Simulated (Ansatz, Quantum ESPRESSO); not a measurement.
# AlN(10-10): the 4πα/A, ions held at a withheld member of a series

Method. Quantum ESPRESSO 7.5, PBE, GBRV ultrasoft. Free-standing symmetric slabs with 16 Å of vacuum in the starting cell; all atoms relax without a field to tight forces. A sawtooth field of 0.1 V/Å with dipole correction is then applied with the ions held (f1) and with the ions free (r1). Fixed occupations. The slabs take the lattice constants of the bulk relaxed by the same program. The series steps the number of layers.

```tsv
number of layers	4πα/A, ions held (Å)
2 layers	5.080
3 layers	7.261
5 layers	11.474
6 layers	13.580
7 layers	15.687
```

One more run was made and is withheld. What is the 4πα/A, ions held at 4 layers?

**Fit.** The rows at 3 layers and 5 layers give a slope of (11.474 − (7.261))/(5 − (3)) = 2.107, so a straight line gives 9.367 Å. A parabola through these and the row at 2 layers gives 9.392 Å.

What the calculation gave: 9.367 Å. The line misses by 0.000 and the parabola by +0.025 Å. Both misses are under 5 % of the step from the nearer row.

Caveats: Surface layers answer otherwise than the interior, so permittivities come from the slope against thickness; semilocal gaps overscreen; 1×1 cells forbid distortions that need a larger cell.

[Logs are printed without paths, hosts, clocks, repeated set-up lines and the standing remarks that a program may print on its own settings, such as how far it seeks lower states.]
